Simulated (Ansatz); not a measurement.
# W chain started as a strip of triangles: period, moment and channels by functional, part 2 of 2

Aim: how far do the period, the moment and the conductance of the W chain started as a strip of triangles depend on the functional, the datasets and spin-orbit coupling, and at what cost?

Ansatz 0.2.0; DFT PBE, plane waves, PAW; relaxation of a chain's period (the session's first sound run).

So far, conductance of the lead as this run defines it (G₀): step 3 (the perfect wire, level PBE, cutoff 420 eV) 3.92; step 5 (RPBE, another cell) 3.85; step 7 (PBEsol, another cell, k-mesh 1×1×28) 3.96; step 9 (r2SCAN, cutoff 500 eV) 3.85.

## Step 10: Side by side

Times are for 4 threads of Arm Neoverse V2, shared host. The series side by side:

```tsv
no.	level	conductance of the lead as this run defines it (G₀)	time	memory (GiB)
1	PBE	3.916	26 s	0.66
2	RPBE	3.849	28 s	0.7
3	PBEsol	3.957	26 s	0.67
4	r2SCAN	3.851	21 s	1.0
```

## Step 11: Relaxing the period, cutoff 1290 eV

This step: DFT PBE, plane waves, PAW (JTH); relaxation of a chain's period (Ansatz 0.2.0).

The same functional on other atomic datasets tests how far the result hangs on the treatment of the cores. Against the first PBE run of this kind, the cutoff is 1290 eV against 420.

input.yaml

```yaml
crystal:
  lattice:
    - [9.0, 0.0, 0.0]
    - [0.0, 7.5, 0.0]
    - [0.0, 0.0, 3.17034]
  atoms:
    - { symbol: W, position: [0.34952, 0.5, 0.0], spin: 2.0 }
    - { symbol: W, position: [0.65048, 0.5, 0.5], spin: 2.0 }
magnetization:
  spin_polarized: true
kpoints:
  mp_grid: { grid: [1, 1, 26] }
scf:
  occupations: { method: fermi_dirac, width: 0.05 }
hamiltonian:
  xc: pbe
  pseudopotentials: { kind: paw, source: jth }
relax:
  cell: { fix: [a, b, alpha, beta, gamma] }
  max_steps: 60
```

On the command line:

```console
> ansatz run input.yaml --threads 4 --pin off --max-ram 8192MiB --backend cpu --events-out ev --progress --plain --runs-dir out
```

It took 1.9 min on 4 threads of Arm Neoverse V2, shared host; peak memory 1.5 GiB; 7.2 min of CPU time.

The cell's length comes to 2.981 Å, +0.1 % against the first run, with no moment.

## Step 12: Relaxation of atoms and period

This step: DFT PBE, plane waves, PAW; relaxation of a chain's period (Ansatz 0.2.0).

No moment formed, so a run without spin should agree; this checks it and saves time.

input.yaml, the sections that differ from step 11:

```yaml
crystal:
  lattice:
    - [9.0, 0.0, 0.0]
    - [0.0, 7.5, 0.0]
    - [0.0, 0.0, 3.17034]
  atoms:
    - { symbol: W, position: [0.34952, 0.5, 0.0] }
    - { symbol: W, position: [0.65048, 0.5, 0.5] }
hamiltonian:
  xc: pbe
# kpoints, scf, relax: as in step 11
# magnetization: removed
```

Elapsed: 7.5 s, on 4 threads; peak memory 0.47 GiB; 27 s of CPU time.

The cell's length comes to 2.978 Å, +0.0 % against the first run, with spin left out.

## Step 13: Side by side

Times are for 4 threads of Arm Neoverse V2, shared host. The series side by side:

```tsv
no.	level	cell length along the wire (Å)	time	memory (GiB)
1	PBE	2.977	23 s	0.53
2	RPBE	3.001	30 s	0.54
3	PBEsol	2.941	23 s	0.53
4	r2SCAN	2.970	1.8 min	1
5	PBE, JTH files	2.981	1.9 min	1.5
6	PBE, no spin	2.978	7.5 s	0.47
```

## Step 14: With spin-orbit coupling

This step: DFT PBE, plane waves, fully relativistic PAW; channels of a perfect chain with spin-orbit coupling (Ansatz 0.2.0).

Spin-orbit coupling mixes the spins and splits bands that cross or touch without it, so it can open or close channels. Fully relativistic datasets take the place of the scalar ones. The window is narrow, since spinor matrices are twice as large.

input.yaml

```yaml
crystal:
  lattice:
    - [9.0, 0.0, 0.0]
    - [0.0, 7.5, 0.0]
    - [0.0, 0.0, 2.9774650836]
  atoms:
    - { symbol: W, position: [0.402689519, 0.5, 0.0] }
    - { symbol: W, position: [0.597310481, 0.5, 0.5] }
kpoints:
  mp_grid: { grid: [1, 1, 27] }
  band_path: { path: ["Γ", Z], npoints: 60 }
scf:
  occupations: { method: fermi_dirac, width: 0.05 }
hamiltonian:
  xc: pbe
  pseudopotentials: { kind: paw_fr }
output:
  transmission:
    e_range: [-0.42, 0.42]
    de: 0.035
    kmesh: [1, 1]
    reduced_basis: false
    leads: [[0, 0]]
magnetization:
  noncollinear: true
  spin_orbit: true
```

The job ended after 11 min (4 threads; peak memory 5.3 GiB).

Numbers from this step:

```yaml
energy_at_zero_smearing: -20811.2271 eV
conductance_of_the_lead_as_this_run_defines_it: 3.874 G₀
channels_at_the_energy_nearest_the_fermi_level_both_spins: 8
```

The open channels of the lead, both spins by energy, zero at the Fermi level:

```tsv
energy (eV)	open channels of the lead, both spins
-0.420	8
-0.385	8
-0.350	8
-0.315	8
-0.280	8
-0.245	8
-0.210	4
-0.175	4
-0.140	4
-0.105	8
-0.070	8
-0.035	8
0.000	8
0.035	8
0.070	8
0.105	4
0.140	4
0.175	4
0.210	4
0.245	4
0.280	4
0.315	4
0.350	4
0.385	4
0.420	4
```

The slowest values at each energy, most degenerate partners merged, listed up to 1.5 1/Å. The Im kz of the slowest decaying states by energy, zero at the Fermi level:

```tsv
energy (eV)	decay 1 (Å⁻¹)	decay 2 (Å⁻¹)	decay 3 (Å⁻¹)	decay 4 (Å⁻¹)
-0.420	0.186	0.471	0.630	0.781
-0.350	0.189	0.465	0.615	0.767
-0.315	0.190	0.462	0.607	0.760
-0.245	0.191	0.456	0.592	0.746
-0.175	0.0140	0.191	0.448	0.576
-0.105	0.190	0.441	0.560	0.717
-0.070	0.189	0.436	0.552	0.709
0.000	0.186	0.427	0.535	0.694
0.070	0.182	0.418	0.518	0.678
0.105	0.0382	0.179	0.413	0.509
0.175	0.0655	0.173	0.401	0.491
0.245	0.0823	0.166	0.389	0.472
0.315	0.0942	0.157	0.376	0.452
0.350	0.0988	0.151	0.369	0.442
0.420	0.106	0.139	0.354	0.421
```

Electronic bands along the path, in eV, zero at the Fermi level:

```tsv
point	band 25	band 26	band 27	band 28	band 29	band 30	band 31	band 32
Γ	-1.73	-1.73	-0.51	-0.51	0.52	0.52	0.64	0.64
halfway	-1.67	-1.67	-1.05	-1.05	0.77	0.77	1.01	1.01
Z	0.02	0.02	0.02	0.02	0.92	0.92	0.92	0.92
```

At the computed energy nearest the Fermi level there are 8 spinor channels, and the thermal average gives 3.87 G₀.

## Step 15: A repeat with changed settings

This step: DFT PBE, plane waves, PAW; channels and complex bands of a perfect chain; changed: output.transmission.e_range = [-0.5, 0.5], output.transmission.de = 0.035, output.transmission.reduced_basis = false (Ansatz 0.2.0).

The atoms of the run on the perfect lead (PBE) are kept and the input is varied, to see whether the result depends on it. The ELF is not written this time.

input.yaml, the sections that differ from step 14:

```yaml
hamiltonian:
  xc: pbe
output:
  transmission:
    e_range: [-0.5, 0.5]
    de: 0.035
    kmesh: [1, 1]
    reduced_basis: false
    leads: [[0, 0]]
  dos: { projected: true, e_range: [-6, 4] }
  write_potential: true
  write_density: true
  volumetric_format: npy
# crystal, kpoints, scf: as in step 14
# magnetization: removed
```

Run time: 73 s. Hardware: 4 threads; peak memory 2.3 GiB.

Numbers from this step:

- energy at zero smearing: -20762.0516 eV
- conductance of the lead as this run defines it: 3.916 G₀

Table of open channels of the lead, one spin by energy, zero at the Fermi level:

```tsv
energy (eV)	open channels of the lead, one spin
-0.500	4
-0.465	4
-0.430	4
-0.395	4
-0.360	4
-0.325	4
-0.290	4
-0.255	4
-0.220	4
-0.185	4
-0.150	4
-0.115	4
-0.080	4
-0.045	4
-0.010	4
0.025	4
0.060	4
0.095	2
0.130	2
0.165	2
0.200	2
0.235	2
0.270	2
0.305	2
0.340	2
0.375	2
0.410	2
0.445	2
0.480	2
```

It took 73 s against 26 s for the run it varies, and the conductance is 3.92 G₀ against 3.92 G₀.

The channels at the energy nearest the Fermi level, one spin and conductance of the lead as this run defines it stay within 0.2 % plus 0.001 of the run it varies.

## Step 16: What came out

* cell length, PBE: 2.977 Å
* cell length, RPBE: 3.001 Å
* cell length, PBEsol: 2.941 Å
* cell length, r2SCAN: 2.970 Å
* cell length, PBE, JTH files: 2.981 Å
* cell length, PBE, no spin: 2.978 Å
* conductance, PBE: 3.92 G₀
* conductance, RPBE: 3.85 G₀
* conductance, PBEsol: 3.96 G₀
* conductance, r2SCAN: 3.85 G₀
* conductance, with spin-orbit coupling: 3.87 G₀

In words: Under PBE the cell's length is 2.98 Å, no moment survives, and it is a metal with 4 channels a spin next to the Fermi level, 3.92 G₀ at 300 K (3.85 to 3.96 over the functionals). The cell's length spans 2.0 % over the functionals, shortest under PBEsol and longest under RPBE. A perfect wire passes every open channel, so the conductance counts half a G₀ for each forward-moving state at the Fermi level, spin by spin; the value here is no such multiple, since a band edge lies within the thermal window. At the relaxed period it forms two rows 1.75 Å apart, with 2.30 Å between atoms of unlike rows and 2.98 Å along a row: a zigzag. Transport is coherent and elastic here: the atoms are frozen, so scattering by vibrations plays no part.

[Logs are printed without paths, hosts, clocks, repeated set-up lines and the standing remarks that a program may print on its own settings, such as how far it seeks lower states.]

[Hosts, paths, dates, database ids (printed as entryN), source tags and the programs' standing remarks are cut or masked in the printed files.]
